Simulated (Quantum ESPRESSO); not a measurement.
## MnO2: which magnetic order is lowest

Aim: find out which collinear order of MnO2 costs least.

Program: Quantum ESPRESSO 7.5. Level of theory: PBEsol; plane waves with GBRV 1.5 PBEsol potentials, no spin-orbit coupling. Results are calculated unless marked as measured.

## Step 1: The structure

It takes space group Fd-3m (No. 227, cubic). Conventional cell: a = 8.040 Å, b = 8.040 Å, c = 8.040 Å, α = 90.00°, β = 90.00°, γ = 90.00°. Nearest to Mn lie 6 O at 1.90 Å. O has 3 Mn at 1.90 Å nearest. Farther neighbours and most contacts between anions are not listed.

Coordinates:

```cif
data_structure
_symmetry_space_group_name_H-M 'Fd-3m:1'
_symmetry_Int_Tables_number 227
_cell_length_a 8.0400
_cell_length_b 8.0400
_cell_length_c 8.0400
_cell_angle_alpha 90.000
_cell_angle_beta 90.000
_cell_angle_gamma 90.000
_cell_volume 519.72
loop_
_atom_site_label
_atom_site_type_symbol
_atom_site_symmetry_multiplicity
_atom_site_Wyckoff_symbol
_atom_site_fract_x
_atom_site_fract_y
_atom_site_fract_z
_atom_site_occupancy
Mn1 Mn 16 c 0.37500 0.12500 0.37500 1
O1 O 32 e 0.88905 0.11095 0.11095 1
```

The cell comes from Materials Project 2023-11-01, a database of computed structures, and need not be the stable phase.

## Step 2: Run 1, typed as ferro ++++

The signs are those of the starting moments on the seeded atoms, the atoms that are given a moment.

The input, pw.in:

```
&CONTROL
  calculation = 'scf'
  prefix = 'pwscf'
  outdir = './tmp'
  pseudo_dir = './pseudo'
  disk_io = 'nowf'
/
&SYSTEM
  ibrav = 0
  celldm(1) = 8
  nat = 12
  ntyp = 2
  ecutwfc = 40
  ecutrho = 280
  nbnd = 79
  occupations = 'smearing'
  smearing = 'fd'
  degauss = 0.00367493
  nspin = 2
  starting_magnetization(1) = 0.3
  starting_magnetization(2) = 0
/
&ELECTRONS
  conv_thr = 2.4d-08
  electron_maxstep = 150
  mixing_beta = 0.3
/
ATOMIC_SPECIES
Mn     54.9380 mn_pbesol_v1.5.uspp.F.UPF
O      15.9990 o_pbesol_v1.2.uspp.F.UPF
CELL_PARAMETERS alat
   0.0000000000000    0.9495856074707    0.9495856074707
   0.9495856074707    0.0000000000000    0.9495856074707
   0.9495856074707    0.9495856074707    0.0000000000000
ATOMIC_POSITIONS crystal
Mn      0.6250000000    0.1250000000    0.6250000000
Mn      0.1250000000    0.6250000000    0.6250000000
Mn      0.6250000000    0.6250000000    0.1250000000
Mn      0.6250000000    0.6250000000    0.6250000000
O       0.8328612900    0.3890462400    0.3890462400
O       0.3890462400    0.8328612900    0.3890462400
O       0.3890462400    0.3890462400    0.3890462400
O       0.3890462400    0.3890462400    0.8328612900
O       0.8609537600    0.4171387100    0.8609537600
O       0.4171387100    0.8609537600    0.8609537600
O       0.8609537600    0.8609537600    0.4171387100
O       0.8609537600    0.8609537600    0.8609537600
K_POINTS automatic
4 4 4 0 0 0
```

The run is started by

```console
> OMP_NUM_THREADS=1 mpirun -n 4 pw.x -nk 4 -in pw.in > pw.out
```

What it wrote:

```text
Program PWSCF v.7.5 starts

     Message from routine setup:
     using ibrav=0 with symmetry is DISCOURAGED, use correct ibrav instead

     K-points division:     npool     =       4
     Subspace diagonalization in iterative solution of the eigenvalue problem:

     G-vector sticks info
     --------------------
     sticks:   dense  smooth     PW     G-vecs:    dense   smooth      PW
     Sum        2233    1273    367                69473    29939    4645

     Using Slab Decomposition

     bravais-lattice index     =            0
     lattice parameter (alat)  =       8.0000  a.u.
     unit-cell volume          =     876.8036 (a.u.)^3
     number of atoms/cell      =           12
     number of atomic types    =            2
     number of electrons       =       108.00
     number of Kohn-Sham states=           79
     kinetic-energy cutoff     =      40.0000  Ry
     charge density cutoff     =     280.0000  Ry
     scf convergence threshold =      2.4E-08
     mixing beta               =       0.3000
     number of iterations used =            8  plain     mixing
     Exchange-correlation= SLA  PW   PSX  PSC
                           (   1   4  10   8   0   0   0)

     celldm(1)=   8.000000  celldm(2)=   0.000000  celldm(3)=   0.000000
     celldm(4)=   0.000000  celldm(5)=   0.000000  celldm(6)=   0.000000

     crystal axes: (cart. coord. in units of alat)
               a(1) = (   0.000000   0.949586   0.949586 )
               a(2) = (   0.949586   0.000000   0.949586 )
               a(3) = (   0.949586   0.949586   0.000000 )

     reciprocal axes: (cart. coord. in units 2 pi/alat)
               b(1) = ( -0.526545  0.526545  0.526545 )
               b(2) = (  0.526545 -0.526545  0.526545 )
               b(3) = (  0.526545  0.526545 -0.526545 )

     PseudoPot. # 1 for Mn read from file:
     mn_pbesol_v1.5.uspp.F.UPF
     Pseudo is Ultrasoft + core correction, Zval = 15.0
     Generated by new atomic code, or converted to UPF format
     Using radial grid of  859 points,  6 beta functions with:
                l(1) =   0
                l(2) =   0
                l(3) =   1
                l(4) =   1
                l(5) =   2
                l(6) =   2
     Q(r) pseudized with  8 coefficients,  rinner =    0.950   0.950   0.950
                                                       0.950   0.950

     PseudoPot. # 2 for O  read from file:
     o_pbesol_v1.2.uspp.F.UPF
     Pseudo is Ultrasoft + core correction, Zval =  6.0
     Generated by new atomic code, or converted to UPF format
     Using radial grid of  737 points,  5 beta functions with:
                l(1) =   0
                l(2) =   0
                l(3) =   1
                l(4) =   1
                l(5) =   2
     Q(r) pseudized with  8 coefficients,  rinner =    0.900   0.900   0.900
                                                       0.900   0.900

     atomic species   valence    mass     pseudopotential
     Mn               15.00    54.93800     Mn( 1.00)
     O                 6.00    15.99900     O ( 1.00)

     Starting magnetic structure
     atomic species   magnetization
     Mn              0.300
     O               0.000

     48 Sym. Ops., with inversion, found (24 have fractional translation)

   Cartesian axes

     site n.     atom                  positions (alat units)
         1        Mn     tau(   1) = (   0.7121892   1.1869820   0.7121892  )
         2        Mn     tau(   2) = (   1.1869820   0.7121892   0.7121892  )
         3        Mn     tau(   3) = (   0.7121892   0.7121892   1.1869820  )
         4        Mn     tau(   4) = (   1.1869820   1.1869820   1.1869820  )
         5        O      tau(   5) = (   0.7388654   1.1603058   1.1603058  )
         6        O      tau(   6) = (   1.1603058   0.7388654   1.1603058  )
         7        O      tau(   7) = (   0.7388654   0.7388654   0.7388654  )
         8        O      tau(   8) = (   1.1603058   1.1603058   0.7388654  )
         9        O      tau(   9) = (   1.2136582   1.6350986   1.2136582  )
        10        O      tau(  10) = (   1.6350986   1.2136582   1.2136582  )
        11        O      tau(  11) = (   1.2136582   1.2136582   1.6350986  )
        12        O      tau(  12) = (   1.6350986   1.6350986   1.6350986  )

     number of k points=     8  Fermi-Dirac smearing, width (Ry)=  0.0037
                       cart. coord. in units 2pi/alat
        k(    1) = (   0.0000000   0.0000000   0.0000000), wk =   0.0156250
        k(    2) = (   0.1316364   0.1316364  -0.1316364), wk =   0.1250000
        k(    3) = (  -0.2632727  -0.2632727   0.2632727), wk =   0.0625000
        k(    4) = (   0.2632727   0.0000000   0.0000000), wk =   0.0937500
        k(    5) = (  -0.1316364  -0.3949091   0.3949091), wk =   0.3750000
        k(    6) = (   0.0000000  -0.2632727   0.2632727), wk =   0.1875000
        k(    7) = (  -0.5265455   0.0000000   0.0000000), wk =   0.0468750
        k(    8) = (  -0.5265455   0.2632727   0.0000000), wk =   0.0937500

     Dense  grid:    69473 G-vectors     FFT dimensions: (  60,  60,  60)

     Smooth grid:    29939 G-vectors     FFT dimensions: (  48,  48,  48)

     Check: negative core charge=   -0.000041
     Generating pointlists ...
     new r_m :   0.1855 (alat units)  1.4840 (a.u.) for type    1
     new r_m :   0.1855 (alat units)  1.4840 (a.u.) for type    2

     Initial potential from superposition of free atoms

     starting charge     105.9997, renormalised to     108.0000
     Starting wfcs are   84 randomized atomic wfcs

     Self-consistent Calculation

     iteration #  1     ecut=    40.00 Ry     beta= 0.30
     Davidson diagonalization with overlap
     ethr =  1.00E-02,  avg # of iterations =  5.9

     total energy              =   -1100.00898859 Ry
     estimated scf accuracy    <       9.04200039 Ry

     total magnetization       =    12.00 Bohr mag/cell
     absolute magnetization    =    12.42 Bohr mag/cell

     iteration #  2     ecut=    40.00 Ry     beta= 0.30
     Davidson diagonalization with overlap
     ethr =  8.37E-03,  avg # of iterations =  1.9

     total energy              =   -1101.00298990 Ry
     estimated scf accuracy    <       7.89602682 Ry

     total magnetization       =    10.80 Bohr mag/cell
     absolute magnetization    =    10.89 Bohr mag/cell

     iteration #  3     ecut=    40.00 Ry     beta= 0.30
     Davidson diagonalization with overlap
     ethr =  7.31E-03,  avg # of iterations =  1.2

     total energy              =   -1102.21804824 Ry
     estimated scf accuracy    <       0.81772329 Ry

     total magnetization       =    12.00 Bohr mag/cell
     absolute magnetization    =    12.71 Bohr mag/cell

     [... further iterations left out ...]

     iteration # 10     ecut=    40.00 Ry     beta= 0.30
     Davidson diagonalization with overlap
     ethr =  4.96E-08,  avg # of iterations =  1.6

     total energy              =   -1102.42708656 Ry
     estimated scf accuracy    <       0.00000115 Ry

     total magnetization       =    12.00 Bohr mag/cell
     absolute magnetization    =    12.16 Bohr mag/cell

     iteration # 11     ecut=    40.00 Ry     beta= 0.30
     Davidson diagonalization with overlap
     ethr =  1.07E-09,  avg # of iterations =  2.0

     total energy              =   -1102.42708829 Ry
     estimated scf accuracy    <       0.00000088 Ry

     total magnetization       =    12.00 Bohr mag/cell
     absolute magnetization    =    12.16 Bohr mag/cell

     iteration # 12     ecut=    40.00 Ry     beta= 0.30
     Davidson diagonalization with overlap
     ethr =  8.11E-10,  avg # of iterations =  1.5

     total energy              =   -1102.42708942 Ry
     estimated scf accuracy    <       0.00000004 Ry

     total magnetization       =    12.00 Bohr mag/cell
     absolute magnetization    =    12.16 Bohr mag/cell

     iteration # 13     ecut=    40.00 Ry     beta= 0.30
     Davidson diagonalization with overlap
     ethr =  3.47E-11,  avg # of iterations =  2.0

     Magnetic moment per site  (integrated on atomic sphere of radius R)
     atom   1 (R=0.186)  charge= 11.7436  magn=  2.5028
     atom   2 (R=0.186)  charge= 11.7436  magn=  2.5028
     atom   3 (R=0.186)  charge= 11.7436  magn=  2.5028
     atom   4 (R=0.186)  charge= 11.7436  magn=  2.5028
     atom   5 (R=0.186)  charge=  5.2252  magn=  0.0454
     atom   6 (R=0.186)  charge=  5.2252  magn=  0.0454
     atom   7 (R=0.186)  charge=  5.2252  magn=  0.0454
     atom   8 (R=0.186)  charge=  5.2252  magn=  0.0454
     atom   9 (R=0.186)  charge=  5.2252  magn=  0.0454
     atom  10 (R=0.186)  charge=  5.2252  magn=  0.0454
     atom  11 (R=0.186)  charge=  5.2252  magn=  0.0454
     atom  12 (R=0.186)  charge=  5.2252  magn=  0.0454

     End of self-consistent calculation

     [... lines left out ...]
     the Fermi energy is     7.7798 ev

!    total energy              =   -1102.42709023 Ry
     estimated scf accuracy    <          5.5E-09 Ry
     smearing contrib. (-TS)   =      -0.00009665 Ry
     internal energy E=F+TS    =   -1102.42699358 Ry

     The total energy is F=E-TS. E is the sum of the following terms:
     one-electron contribution =    -774.33540231 Ry
     hartree contribution      =     431.26849594 Ry
     xc contribution           =    -162.31735873 Ry
     ewald contribution        =    -597.04272848 Ry

     total magnetization       =    12.00 Bohr mag/cell
     absolute magnetization    =    12.16 Bohr mag/cell

     convergence has been achieved in  13 iterations

=------------------------------------------------------------------------------=
   JOB DONE.
=------------------------------------------------------------------------------=
```

Run time: 72 s. Hardware: 4 MPI ranks of Arm Neoverse N1, shared host; peak memory 0.82 GiB.

Spin moment in the atom's sphere by atom:

```tsv
atom	spin moment in the atom's sphere (μB)
Mn1	2.50
Mn2	2.50
Mn3	2.50
Mn4	2.50
O5	0.05
O6	0.05
O7	0.05
O8	0.05
O9	0.05
O10	0.05
O11	0.05
O12	0.05
```

Numbers from this step:

```
smearing term TS       : 0.001315 eV
magnetization          : 11.99 μB
absolute magnetization : 12.15 μB
final state            : ferromagnetic
```

Spin density in the ac plane of the conventional cell at fractional y = 0.125, with atoms of Mn and O within 0.2 Å of it.

Ten even steps from '_' (0.0 e/Å³) to '@' (4.5 e/Å³), each cell a mean:
```
____________________________________________
____________________________________--==::__
____________________________________==@@==__
____________________________________--==--__
____________________________________________
____________________________________________
__________________________....______________
________________________..##**..____________
________________________..####..____________
__________________________....______________
____________________________________________
____________________________________________
______________--==::________________________
______________==@@==________________________
______________--==--________________________
____________________________________________
____________________________________________
____....____________________________________
__..##**..__________________________________
__..####..__________________________________
____....____________________________________
____________________________________________
```
Columns run along a (8.0 Å), rows up along c (8.0 Å), edges of the conventional cell, whose origin can differ from the input's. Atoms in or near the plane, at fractional coordinates: Mn at (0.38, 0.38), Mn at (0.88, 0.88), Mn at (0.12, 0.13), Mn at (0.62, 0.62), O at (0.89, 0.11), O at (0.39, 0.61), O at (0.61, 0.39), O at (0.11, 0.89), O at (0.36, 0.14), O at (0.86, 0.64), O at (0.14, 0.36), O at (0.64, 0.86).

Valence density in the ac plane of the conventional cell at fractional y = 0.125, with atoms of Mn and O within 0.2 Å of it. It is the smooth field of the valence electrons, not physical close to the nuclei.

Ten even steps from '0' (0 e/Å³) to '9' (15 e/Å³), each cell a mean:
```
0010000000000000000100
0132000000000111004840
0243000000000342018981
0121000000000231005840
0000000000000110000100
0000000000000000000000
0000000000000330001210
0000000132003993013410
0000000243103993012310
0000000121001330000000
0000000000000000000000
0000000010000100000000
0011100484001320000000
0034201898102430000000
0023100584001210000000
0011000010000000000000
0000000000000000000000
0033000121000000000000
0399301341000000001320
0399301231000000002431
0133000000000000001210
0000000000000000000000
```
Columns run along a (8.0 Å), rows up along c (8.0 Å), edges of the conventional cell, whose origin can differ from the input's. Atoms in or near the plane, at fractional coordinates: Mn at (0.38, 0.38), Mn at (0.88, 0.88), Mn at (0.12, 0.13), Mn at (0.62, 0.62), O at (0.89, 0.11), O at (0.39, 0.61), O at (0.61, 0.39), O at (0.11, 0.89), O at (0.36, 0.14), O at (0.86, 0.64), O at (0.14, 0.36), O at (0.64, 0.86).

(Continued in part 2 of 3.)

[Logs and program files are shortened in this print: banners, set-up blocks, solver, clock and traceback lines can be left out without a mark of their own.]

[Logs are printed without paths, hosts, clocks, repeated set-up lines and the standing remarks that a program may print on its own settings, such as how far it seeks lower states.]

[Hosts, paths, dates, database ids (printed as entryN), source tags and the programs' standing remarks are cut or masked in the printed files.]

[Where a cell is said to come from a database of computed structures, the database is the Materials Project.]
